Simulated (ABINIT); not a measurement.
## Quasiparticle gap of AlN (P6_3mc) in ABINIT

Aim: the G0W0 gap of AlN (P6_3mc) on LDA, step by step.

Program: ABINIT 10.8.3. Level of theory: LDA and many-body steps on it, plane waves. Results are calculated unless marked as measured.

Most raw output is cut from this account.

The database entry behind the starting cell differs from later determinations by our own check (inner coordinate u about 0.002 short), so it need not match the best structure at ambient conditions.

**1. Set-up**

It takes space group P6_3mc (No. 186, hexagonal). Conventional cell: a = 3.113 Å, b = 3.113 Å, c = 4.981 Å, α = 90.00°, β = 90.00°, γ = 120.00°. Nearest to Al lie 4 N at 1.89 Å. Nearest to N lie 4 Al at 1.89 Å. Farther neighbours and most contacts between anions are not listed.

The cell and positions come from the Crystallography Open Database and are kept as given unless a step says otherwise.

**2. Ground state**

This step: ABINIT 10.8.3; DFT, LDA, plane waves, norm-conserving pseudopotentials.

The ground-state density comes first.

Input file run.abi:

```
acell 3*1.0 Angstrom
rprim 
  3.113000000011 -0.000000000003 0.000000000000
  -1.556500000003 2.695937081992 0.000000000000
  0.000000000000 0.000000000000 4.981000000000
ntypat 2
znucl 13 7
natom 4
typat 1 1 2 2
xred 
  0.333333333333 0.666666666667 0.000000000000
  0.666666666667 0.333333333333 0.500000000000
  0.333333333333 0.666666666667 0.380000000000
  0.666666666667 0.333333333333 0.880000000000
pp_dirpath "pseudos"
pseudos "Al.upf, N.upf"
ecut 36
ngkpt 6 6 4
nshiftk 1
shiftk 0 0 0
kptopt 1
chksymbreak 0
nband 14
occopt 1
tolvrs 1e-10
nstep 60
prtwf 0
indata_prefix "in"
outdata_prefix "out"
tmpdata_prefix "tmp"
```

On the command line:

```console
$ OMP_NUM_THREADS=1 mpirun -n 4 abinit run.abi > log
```

Elapsed: 9 s, on 4 MPI ranks of Arm Neoverse V1, shared host; peak memory 0.28 GiB.

Numbers from this step:

| Item | Value |
| --- | --- |
| total energy | -698.9557 eV |
| gap | 4.255 eV |
| k of the valence top | 0, 0, 0 |
| k of the conduction bottom | 0, 0, 0 |
| least direct gap | 4.255 eV |
| pressure | -6.305 GPa |

The gap is direct, at Γ.

The cutoff was set for levels, not for stress, so the pressure can be off by some GPa.

**3. Bands along the symmetry lines**

Levels along a band path, at the cheap level, show where the edges lie and whether the meshes to come will hold them.

Input file run.abi:

```
acell 3*1.0 Angstrom
rprim 
  3.113000000011 -0.000000000003 0.000000000000
  -1.556500000003 2.695937081992 0.000000000000
  0.000000000000 0.000000000000 4.981000000000
ntypat 2
znucl 13 7
natom 4
typat 1 1 2 2
xred 
  0.333333333333 0.666666666667 0.000000000000
  0.666666666667 0.333333333333 0.500000000000
  0.333333333333 0.666666666667 0.380000000000
  0.666666666667 0.333333333333 0.880000000000
pp_dirpath "pseudos"
pseudos "Al.upf, N.upf"
ecut 36
iscf -2
irdden 1
kptopt 0
nkpt 75
kpt 
  0.00000000 0.00000000 0.00000000
  0.06250000 0.00000000 0.00000000
  0.12500000 0.00000000 0.00000000
  0.18750000 0.00000000 0.00000000
  0.25000000 0.00000000 0.00000000
  0.31250000 0.00000000 0.00000000
  0.37500000 0.00000000 0.00000000
  0.43750000 0.00000000 0.00000000
  0.50000000 0.00000000 0.00000000
  0.47916667 0.04166667 0.00000000
  0.45833333 0.08333333 0.00000000
  0.43750000 0.12500000 0.00000000
  0.41666666 0.16666666 0.00000000
  0.39583333 0.20833333 0.00000000
  0.37500000 0.25000000 0.00000000
  0.35416666 0.29166666 0.00000000
  0.33333333 0.33333333 0.00000000
  0.29166666 0.29166666 0.00000000
  0.25000000 0.25000000 0.00000000
  0.20833333 0.20833333 0.00000000
  0.16666666 0.16666666 0.00000000
  0.12500000 0.12500000 0.00000000
  0.08333333 0.08333333 0.00000000
  0.04166667 0.04166667 0.00000000
  0.00000000 0.00000000 0.00000000
  0.00000000 0.00000000 0.06250000
  0.00000000 0.00000000 0.12500000
  0.00000000 0.00000000 0.18750000
  0.00000000 0.00000000 0.25000000
  0.00000000 0.00000000 0.31250000
  0.00000000 0.00000000 0.37500000
  0.00000000 0.00000000 0.43750000
  0.00000000 0.00000000 0.50000000
  0.06250000 0.00000000 0.50000000
  0.12500000 0.00000000 0.50000000
  0.18750000 0.00000000 0.50000000
  0.25000000 0.00000000 0.50000000
  0.31250000 0.00000000 0.50000000
  0.37500000 0.00000000 0.50000000
  0.43750000 0.00000000 0.50000000
  0.50000000 0.00000000 0.50000000
  0.47916667 0.04166667 0.50000000
  0.45833333 0.08333333 0.50000000
  0.43750000 0.12500000 0.50000000
  0.41666666 0.16666666 0.50000000
  0.39583333 0.20833333 0.50000000
  0.37500000 0.25000000 0.50000000
  0.35416666 0.29166666 0.50000000
  0.33333333 0.33333333 0.50000000
  0.29166666 0.29166666 0.50000000
  0.25000000 0.25000000 0.50000000
  0.20833333 0.20833333 0.50000000
  0.16666666 0.16666666 0.50000000
  0.12500000 0.12500000 0.50000000
  0.08333333 0.08333333 0.50000000
  0.04166667 0.04166667 0.50000000
  0.00000000 0.00000000 0.50000000
  0.50000000 0.00000000 0.50000000
  0.50000000 0.00000000 0.43750000
  0.50000000 0.00000000 0.37500000
  0.50000000 0.00000000 0.31250000
  0.50000000 0.00000000 0.25000000
  0.50000000 0.00000000 0.18750000
  0.50000000 0.00000000 0.12500000
  0.50000000 0.00000000 0.06250000
  0.50000000 0.00000000 0.00000000
  0.33333333 0.33333333 0.50000000
  0.33333333 0.33333333 0.43750000
  0.33333333 0.33333333 0.37500000
  0.33333333 0.33333333 0.31250000
  0.33333333 0.33333333 0.25000000
  0.33333333 0.33333333 0.18750000
  0.33333333 0.33333333 0.12500000
  0.33333333 0.33333333 0.06250000
  0.33333333 0.33333333 0.00000000
istwfk *1
nband 19
nbdbuf 6
tolwfr 1e-07
nstep 50
prtwf 0
prtvol 0
indata_prefix "in"
outdata_prefix "out"
tmpdata_prefix "tmp"
```

Wall time 12 s (4 MPI ranks); peak memory 0.3 GiB; 49 s of CPU time.

Numbers from this step:

```yaml
gap: 4.255 eV
k_of_the_valence_top: 0, 0, 0
k_of_the_conduction_bottom: 0, 0, 0
least_direct_gap: 4.255 eV
```

The gap is 4.255 eV, as in the run before at this level.

The electronic bands at the labelled points (eV, zero at the top of the highest filled band; v1 is the highest filled band, c1 the lowest empty one):

```csv
point,v4,v3,v2,v1,c1,c2,c3,c4
Γ,-0.84,-0.18,-0.18,0.00,4.25,6.56,10.47,11.00
halfway,-2.43,-1.55,-0.44,-0.38,6.16,7.52,7.98,9.89
M,-3.36,-2.08,-1.79,-0.66,5.70,5.72,8.11,10.17
halfway,-3.11,-3.01,-1.88,-1.51,5.42,7.04,8.79,9.96
K,-3.79,-2.44,-2.40,-2.40,4.95,8.26,9.59,9.59
halfway,-3.35,-1.68,-0.87,-0.60,6.80,7.36,8.46,9.00
Γ,-0.84,-0.18,-0.18,0.00,4.25,6.56,10.47,11.00
halfway,-0.74,-0.74,-0.28,-0.28,5.18,6.69,10.14,10.97
A,-0.52,-0.52,-0.52,-0.52,6.43,6.43,10.17,10.17
halfway,-1.60,-1.60,-1.02,-1.02,6.46,6.46,9.37,9.37
L,-1.45,-1.45,-1.36,-1.36,5.23,5.23,9.14,9.14
halfway,-2.75,-2.75,-0.93,-0.93,6.09,6.09,9.10,9.10
H,-3.87,-3.87,-0.79,-0.79,7.33,7.33,7.77,7.77
halfway,-1.82,-1.82,-1.21,-1.21,6.65,6.65,9.36,9.36
A,-0.52,-0.52,-0.52,-0.52,6.43,6.43,10.17,10.17
jump to L,-1.45,-1.45,-1.36,-1.36,5.23,5.23,9.14,9.14
halfway,-2.57,-1.91,-1.20,-0.92,5.00,5.80,9.23,9.35
M,-3.36,-2.08,-1.79,-0.66,5.70,5.72,8.11,10.17
jump to H,-3.87,-3.87,-0.79,-0.79,7.33,7.33,7.77,7.77
halfway,-4.46,-2.94,-1.48,-1.48,5.79,8.12,8.59,8.59
K,-3.79,-2.44,-2.40,-2.40,4.95,8.26,9.59,9.59
```

**4. Empty states on the mesh, 6×6×4 mesh, 142 bands**

The sums over transitions need many empty states on a uniform mesh; this step solves for them.

Input file run.abi:

```
acell 3*1.0 Angstrom
rprim 
  3.113000000011 -0.000000000003 0.000000000000
  -1.556500000003 2.695937081992 0.000000000000
  0.000000000000 0.000000000000 4.981000000000
ntypat 2
znucl 13 7
natom 4
typat 1 1 2 2
xred 
  0.333333333333 0.666666666667 0.000000000000
  0.666666666667 0.333333333333 0.500000000000
  0.333333333333 0.666666666667 0.380000000000
  0.666666666667 0.333333333333 0.880000000000
pp_dirpath "pseudos"
pseudos "Al.upf, N.upf"
ecut 36
ngkpt 6 6 4
nshiftk 1
shiftk 0 0 0
kptopt 1
chksymbreak 0
irdden 1
istwfk *1
nband 142
prtvol 0
optdriver 6
gwr_task "HDIAGO"
paral_kgb 0
occopt 1
indata_prefix "in"
outdata_prefix "out"
tmpdata_prefix "tmp"
```

Elapsed: 2 min, on 4 MPI ranks; peak memory 2.1 GiB; 8.1 min of CPU time.

This step gave:

```
gap                                                           : 4.255 eV
k of the valence top                                          : 0, 0, 0
k of the conduction bottom                                    : 0, 0, 0
least direct gap                                              : 4.255 eV
k points computed                                             : 21
lowest point of the top converged band, above the valence top : 107.8281 eV
```

On this mesh the gap is 4.255 eV.

**5. Screening, 6×6×4 mesh, 134 bands, screening to 179.6 eV**

The RPA dielectric matrix is built and inverted for each q.

This step: RPA screening on LDA, plane waves, norm-conserving pseudopotentials.

Edit run.abi of step 4 so:

```diff
@@ -22,10 +22,11 @@
 chksymbreak 0
-irdden 1
 istwfk *1
-nband 142
-prtvol 0
-optdriver 6
-gwr_task "HDIAGO"
-paral_kgb 0
 occopt 1
+irdwfk 1
+optdriver 3
+nband 134
+ecuteps 6.6
+inclvkb 2
+awtr 1
+symchi 1
 indata_prefix "in"
```

Run time: 2.6 min. Hardware: 4 MPI ranks; peak memory 1.2 GiB; 10 min of CPU time.

Numbers from this step:

```yaml
eps_infinity_with_local_fields_on_this_mesh_along_the_program_s_q_direction: 4.284
the_same_without_local_fields: 4.715
plasma_frequency: 22.97 eV
plane_waves_in_the_screening_matrix: 233
```

Local fields lower ε∞ by 9 %.

**6. Self-energy, 6×6×4 mesh, 134 bands, screening to 179.6 eV**

The self-energy is evaluated for the states that the input lists, and the levels follow from it, in one-shot runs by the linearised quasiparticle equation.

This step: G0W0 on LDA, plane waves, norm-conserving pseudopotentials.

Edit run.abi of step 5 so:

```diff
@@ -25,8 +25,21 @@
 irdwfk 1
-optdriver 3
+optdriver 4
 nband 134
+gwcalctyp 0
+ecutsigx 36
+symsigma 1
+nkptgw 4
+kptgw 
+  0.0000000000 0.0000000000 0.0000000000
+  0.5000000000 0.0000000000 0.0000000000
+  0.0000000000 0.0000000000 0.5000000000
+  0.5000000000 0.0000000000 0.5000000000
+bdgw 
+  6 10
+  7 10
+  5 10
+  7 10
 ecuteps 6.6
-inclvkb 2
-awtr 1
-symchi 1
+irdscr 1
+ppmodel 1
 indata_prefix "in"
```

Run time: 52 s. Hardware: 4 MPI ranks; peak memory 1.3 GiB; 3.5 min of CPU time.

This step gave:

```yaml
g0w0_gap_on_the_mesh: 5.788 eV
starting_gap_on_the_mesh: 4.255 eV
k_of_the_valence_top: 0, 0, 0
k_of_the_conduction_bottom: 0, 0, 0
z_at_the_valence_top: 0.786
z_at_the_conduction_bottom: 0.816
least_direct_g0w0_gap_on_the_computed_points: 5.788 eV
```

The gap on the mesh goes from 4.26 eV to 5.79 eV, a correction of +1.53 eV.

Limits: finite bands, cutoff and mesh. v1 is the top filled band, c1 the lowest empty one. The levels before and after the correction (eV, zero at the valence-band top of each column):

```csv
,conduction bottom,valence top
Kohn-Sham,4.26,0.00
G0W0,5.79,0.00
```

```csv
,level,energy (eV)
Kohn-Sham,Γ v3-v2,-0.178
Kohn-Sham,Γ v1,0.000
Kohn-Sham,Γ c1,4.255
Kohn-Sham,Γ c2,6.563
G0W0,Γ v3-v2,-0.202
G0W0,Γ v1,0.000
G0W0,Γ c1,5.788
G0W0,Γ c2,8.184
```

**7. Where the time went**

Times are wall times on 4 MPI ranks of Arm Neoverse V1, shared host, good to a factor of about two.

```csv
step,time,share,memory (GiB)
ground state,9 s,3 %,0.28
bands along the symmetry lines,12 s,4 %,0.3
empty states on the mesh,2 min,35 %,2.1
screening,2.6 min,44 %,1.2
self-energy,52 s,15 %,1.3
```

**8. Results**

```
LDA gap              : 4.26 eV, direct
G0W0 gap on the mesh : 5.79 eV
GW settings          : 6×6×4 mesh, 134 bands, screening to 179.6 eV, Godby-Needs plasmon pole
known limits         : not at the basis limit
```

**Reading.** G0W0 moves the gap on the mesh from 4.26 eV to 5.79 eV (+1.53 eV), with Z of 0.79 and 0.82 at the edges. Local fields lower the RPA ε∞ on this mesh from 4.71 to 4.28. Bands and cutoff are finite, so the gap is not at the basis limit. The miss can reach some tenths of an eV and take either sign; the mesh is an error of its own.

[Paths, hosts, dates, memory and timing lines, banners, echoed tables and standing remarks are left out of the program output.]

[Logs are printed without paths, hosts, clocks, repeated set-up lines and the standing remarks that a program may print on its own settings, such as how far it seeks lower states.]

[Runs of the session that timed out or met a known fault of the program may be left out.]

[Hosts, paths, dates, database ids (printed as entryN), source tags and the programs' standing remarks are cut or masked in the printed files.]

[G0W0 gaps are taken among the corrected bands and points alone; a level outside them can change the order at an edge.]

[Where Ansatz stands beside ABINIT at settings called matched, ABINIT's density can come from a denser mesh and the files from another edition; pairs whose starting gaps differed by over 0.03 eV were left out, so agreement reads better than it is.]
